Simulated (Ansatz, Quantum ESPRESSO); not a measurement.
# ScSi3 (Pm-3m): zone-centre phonons, part 3 of 3

Which modes does ScSi3 (Pm-3m) have at the zone centre?

Quantum ESPRESSO 7.5; DFT LDA, scalar-relativistic, plane waves, JTH PAW pseudopotentials.

So far, highest optical zone-centre mode (no LO-TO term) (cm⁻¹): step 6 (modes with the sum rule) 335; step 7 (without ASR) 335.

The structure was built from a prototype and need not be the compound's stable phase.

### 9. A second program

The same cell goes through another code, with its own cutoff. The potentials differ. Its k mesh is centred on Γ.

This step: DFT LDA, scalar-relativistic, plane waves, PAW (Ansatz 0.2.0).

File input.yaml:

```yaml
crystal:
  lattice:
    - [3.896765982, 0.0, 0.0]
    - [0.0, 3.896765982, 0.0]
    - [0.0, 0.0, 3.896765982]
  atoms:
    - { symbol: Sc, position: [0.0, 0.0, 0.0] }
    - { symbol: Si, position: [0.0, 0.5, 0.5] }
    - { symbol: Si, position: [0.5, 0.0, 0.5] }
    - { symbol: Si, position: [0.5, 0.5, 0.0] }
kpoints:
  mp_grid: { grid: [10, 10, 10] }
hamiltonian:
  xc: lda
scf:
  occupations: { method: cold, width: 0.27211 }
output:
  eigenvalues: true
phonons:
  method: dfpt
```

Command:

```bash
$ ansatz run input.yaml --threads 4 --pin off --max-ram 8192MiB --backend cpu --events-out ev --progress --plain --runs-dir out
```

Numbers of over 12 decimals in the logs are rounded to 6 here.

Output:

```text
zone centre: on kpoints.mp_grid the ground state, and the responses unless they are solved on pairs of k-points, stand on 216 of the mesh's 1000 k-points, reduced under 8 symmetry operations, with k and −k counted as one. Each operation leaves every solved displacement unchanged or reverses it
Engine: ansatz 0.2.0, x86_64-unknown-linux-gnu
Pseudopotentials: kind: paw
Pseudopotential: Sc, paw, valence charge 11, recommended cutoff 420 eV (normal), Sc.paw.azcp
Pseudopotential: Si, paw, valence charge 4, recommended cutoff 420 eV (normal), Si.paw.azcp
Functional definition: SPW92
  exchange = slater_x
  correlation = pw_c
Crystal: 4 atoms, lattice volume = 59.172 Å³
Basis set: ecut = 420 eV, 1189 PW (Γ), exchange–correlation on 54×54×54 points (8 copies of the dense FFT grid, shifted against one another)
Bands: 16, of which v1, the nominal top of the filled ones, is band 12 counted from 1 (11 counted from 0)
Symmetry: 48 space group operations
k-points: 216 of 1000 (irreducible under 8 space group operations)
Non-local potential: Sc, projectors of the file, l = 0: 3, l = 1: 2, l = 2: 3, l = 3: 1
Non-local potential: Si, projectors of the file, l = 0: 2, l = 1: 2, l = 2: 2
PAW form: soft (Blöchl's): semilocal exchange-correlation on the pseudo side does not see the compensation charge
PAW frozen core: Sc, regenerated for the run's functional, and the local potential with it (the file was generated under x = pbe(κ = 0.804, μ = 0.219515), c = pbe(β = 0.066725))
PAW frozen core: Si, regenerated for the run's functional, and the local potential with it (the file was generated under x = pbe(κ = 0.804, μ = 0.219515), c = pbe(β = 0.066725))
PAW one-centre angular grid: Sc, 590 points (default); XC on 64 Gauss nodes
PAW one-centre angular grid: Si, 110 points (default); XC on 64 Gauss nodes
Initial density: superposition of atomic densities (neutral atoms: chi_scale 0, normalization atom), corrected by the library's trained network
Initial wavefunctions: pseudopotential atomic-orbital guess
Functional: x = slater, c = lda
SCF iter   1: F=—  HF=-3916.248193 eV  |F-HF|=—  |Δ(HF+E_count)|=         —  Δρ=5.15e-3  dr2=1.60e-2  ethr=1.77e-3  ⟨swp⟩=5.0  Hψ=18734  notcnv=0
preconditioner: auto → Kerker (q_TF=auto, 2.331 Å⁻¹)  [metal: Δε(μ)=0.044 eV  Ē_g=7.039 eV  σ=0.272 eV  W_gap=0.11  n_scr=18 (ndim 8)  ℏωp=18.7 eV  f_vac=0.000  D(μ)=1.91/eV (n_scr^D=18)]
SCF iter   2: F=—  HF=-3916.244885 eV  |F-HF|=—  |Δ(HF+E_count)|=   3.31e-3  S|Δr|=    0.00e0  Δρ=2.75e-3  dr2=4.01e-3  ethr=6.97e-5  ⟨swp⟩=1.0  Hψ=5184  notcnv=0
SCF iter   3: F=—  HF=-3916.243728 eV  |F-HF|=—  |Δ(HF+E_count)|=   1.16e-3  S|Δr|=    0.00e0  Δρ=8.66e-4  dr2=4.76e-4  ethr=1.74e-5  ⟨swp⟩=2.1  Hψ=5055  notcnv=0
SCF iter   4: F=—  HF=-3916.243571 eV  |F-HF|=—  |Δ(HF+E_count)|=   1.57e-4  S|Δr|=    0.00e0  Δρ=1.22e-4  dr2=5.08e-6  ethr=2.07e-6  ⟨swp⟩=2.3  Hψ=4905  notcnv=0
SCF iter   5: F=—  HF=-3916.243569 eV  |F-HF|=—  |Δ(HF+E_count)|=   1.64e-6  S|Δr|=    0.00e0  Δρ=1.94e-5  dr2=1.82e-7  ethr=2.21e-8  ⟨swp⟩=2.3  Hψ=5095  notcnv=0
SCF iter   6: F=—  HF=-3916.243570 eV  |F-HF|=—  |Δ(HF+E_count)|=   8.77e-7  S|Δr|=    0.00e0  Δρ=2.54e-6  dr2=3.50e-9  ethr=7.89e-10  ⟨swp⟩=2.3  Hψ=4540  notcnv=0
SCF iter   7: F=—  HF=-3916.243570 eV  |F-HF|=—  |Δ(HF+E_count)|=  3.11e-10  S|Δr|=    0.00e0  Δρ=3.13e-7  dr2=4.29e-11  ethr=1.52e-11  ⟨swp⟩=2.5  Hψ=5054  notcnv=0
SCF iter   8: F=-3916.243570 eV  HF=-3916.243570 eV  |F-HF|=3.64e-12  |Δ(HF+E_count)|=  1.09e-11  S|Δr|=    0.00e0  Δρ=7.52e-8  dr2=5.71e-12  ethr=1.00e-12  ⟨swp⟩=5.6  Hψ=14334  notcnv=0
SCF 1 converged in 8 iterations: F = -3916.243570 eV  dr2 = 5.71e-12
  greatest PAW one-centre occupation: 0.998 electrons in one spin orbital (limit 2), on the Sc atom at site 0 (counted from 0), in its partial waves of l = 0
DFPT response loops at Γ: preconditioner auto → Kerker (q_TF=auto, 2.331 Å⁻¹) (partly filled bands, converged f_vac=0.000); β = 1.00, the filter's whole step (`scf.mixing.beta` (0.50) is not read by the response loops under this deck's `scf.mixing.preconditioner`; to damp them name `kerker` or `kerker_dos`, under which they read `scf.mixing.beta`, and type it under 1.00, their step now; both keys bind the ground state too); Broyden in place of MSR1
SCF converged after 8 iterations
Stability not checked: this state was not tested for a lower state beside it, because cold or Methfessel-Paxton smearing, or corrected tetrahedra, fill the levels in a way that the test cannot read (fill_not_monotonic; see scf.lower_state_search)
Free energy (F): -3916.243570 eV
Harris-Foulkes:  -3916.243570 eV  (|F-HF|=3.64e-12)
Internal energy: -3916.233440 eV  (E = F + TS)
E sigma→0 (E₀):  -3916.240193 eV
Entropy (-TS):   -0.010130 eV (-2.533 meV/atom)
Fermi energy:    11.974710 eV
Step filling:    the computed levels leave a gap of 0.0000 eV = 0.0 smearing widths at the electron count; against every level under it full and every level over it empty, smearing changes F+E_penalty+E_count by -1.837 meV and its σ→0 estimate by +1.539 meV
--- Per-component energies (eV) ---
  E_band       = -67.603483
  E_kinetic    = 391.996091
  E_local      = -898.636512  (includes V_loc(G=0)·N_el)
  E_nonlocal   = 166.826942
  E_hartree    = 337.796071
  E_xc         = -273.571150
  E_vxc        = -277.742193  (∫ρ·V_xc dr)
  E_paw        = -2367.788609  (= ΣΔE_a)
  E_vpaw       = -125.640066  (= ΣTr[D̂ρ^β])
  E_aug_tail   = 0.000033  (compensation charges beyond the density's cutoff)
  E_ewald      = -1273.414220
  E_core_change = 0.557915  (= ΣΔE_core)
  E_smearing   = -0.010130  (= −TS)
  E_closure    = -0.000000  (closes the sum)
  Σ components = -3916.243570   (vs F -3916.243570, Δ=0.00e0)
--- Band table (eV; the first three rows and the last of 216) ---
  k-point 0: bands = [... 8 lower, 7.8788, 7.8788, 12.5426, 12.6357, 12.6357, 12.6357, 14.7222, 14.7222]
  k-point 1: bands = [... 8 lower, 7.9039, 8.5294, 12.3602, 12.3602, 12.6740, 12.8888, 13.4858, 15.0593]
  k-point 2: bands = [... 8 lower, 7.9712, 9.4250, 11.8712, 11.8712, 12.1703, 12.7791, 13.6866, 15.4203]
  k-point 215: bands = [... 8 lower, 7.0391, 7.0391, 7.0391, 12.6393, 14.2707, 14.2707, 15.4804, 15.4804]
--- Phonons (Γ-DFPT): 3 representative perturbations + reference, on 216 of 1000 k-points (Σ response iterations 9) ---
  k mesh reduced under 8 symmetry operations, with k and −k counted as one. Each operation leaves every solved displacement unchanged or reverses it
  ASR residual: 6.912e-5 → 0.000e0 eV/Å²; symmetrization residual: 6.395e-6 eV/Å²
  ASR residual per site (eV/Å²): 6.91e-5 2.01e-5 2.01e-5 2.01e-5
  Γ frequencies (cm⁻¹): -49.33 -49.33 -49.33 0.00 0.00 0.00 255.03 255.03 255.03 333.92 333.92 333.92
  non-analytic LO–TO correction: not included (Born effective charges unavailable; polar crystals: no LO–TO splitting at Γ)
```

The job ended after 21 s (4 threads of Intel Xeon Platinum 8488C (Sapphire Rapids), shared host; peak memory 1 GiB; 72 s of CPU time).

This step gave:

```
sum-rule residual before enforcement             : 6.91e-5 eV/Å²
highest optical zone-centre mode (no LO-TO term) : 333.9 cm⁻¹
lowest optical zone-centre mode                  : -49.33 cm⁻¹
```

### 10. Side by side: QE JTH and Ansatz, PAW

Worked out from the results:

```
root-mean-square difference : 1.27 cm⁻¹
largest difference          : 1.98 cm⁻¹
```

Frequencies side by side, by row:

| q (reciprocal lattice) | mode | QE JTH (cm⁻¹) | Ansatz, PAW (cm⁻¹) |
| --- | --- | --- | --- |
| 0 0 0 | 1 | -51.31 | -49.33 |
| 0 0 0 | 2 | -51.31 | -49.33 |
| 0 0 0 | 3 | -51.31 | -49.33 |
| 0 0 0 | 4 | 0 | 0 |
| 0 0 0 | 5 | 0 | 0 |
| 0 0 0 | 6 | 0 | 0 |
| 0 0 0 | 7 | 255.5 | 255 |
| 0 0 0 | 8 | 255.5 | 255 |
| 0 0 0 | 9 | 255.5 | 255 |
| 0 0 0 | 10 | 334.8 | 333.9 |
| 0 0 0 | 11 | 334.8 | 333.9 |
| 0 0 0 | 12 | 334.8 | 333.9 |

At the zone centre the largest difference (acoustic modes at Γ apart) is 0.6 % of the highest mode, but 4 % of the mode at 51i cm⁻¹ on which it sits.

### 11. Summary of results

```json
{
 "space group after relaxation": "Pm-3m",
 "volume per atom": "14.8 Å³",
 "highest optical zone-centre mode (no LO-TO term)": "334.8 cm⁻¹",
 "lowest optical zone-centre mode": "-51.3 cm⁻¹",
 "imaginary optical modes at the zone centre (no q mesh in this session)": "yes",
 "largest difference from Ansatz, PAW": "1.98 cm⁻¹"
}
```

**Reading.** At the LDA level the optical modes of ScSi3 (Pm-3m) at the zone centre run from 51i to 335 cm⁻¹, so the structure is a saddle point, with 3 modes beyond 10i cm⁻¹ there. Of the 9 optical modes, 6 are infrared active alone and 3 are silent. QE JTH and Ansatz, PAW differ by 1.3 cm⁻¹ in the root mean square and by 2.0 cm⁻¹ at most, 0.6 % of the highest mode compared (acoustic modes at Γ left out); the two use different potentials, and the cell was not relaxed for the second set. These are harmonic frequencies at zero temperature: anharmonic shifts and linewidths and thermal expansion are left out. In a metal the frequencies hang on the k mesh and the smearing, most of all near Kohn anomalies. The runs are without spin polarisation, although the cell has an odd electron count or an open d or f shell, so a magnetic state was not tested. The structure is a hypothetical one, built on a prototype.

[Host names and launcher messages were left out of these logs when they were recorded.]

[Logs are printed without paths, hosts, clocks, repeated set-up lines and the standing remarks that a program may print on its own settings, such as how far it seeks lower states.]

[Hosts, paths, dates, database ids (printed as entryN), source tags and the programs' standing remarks are cut or masked in the printed files.]
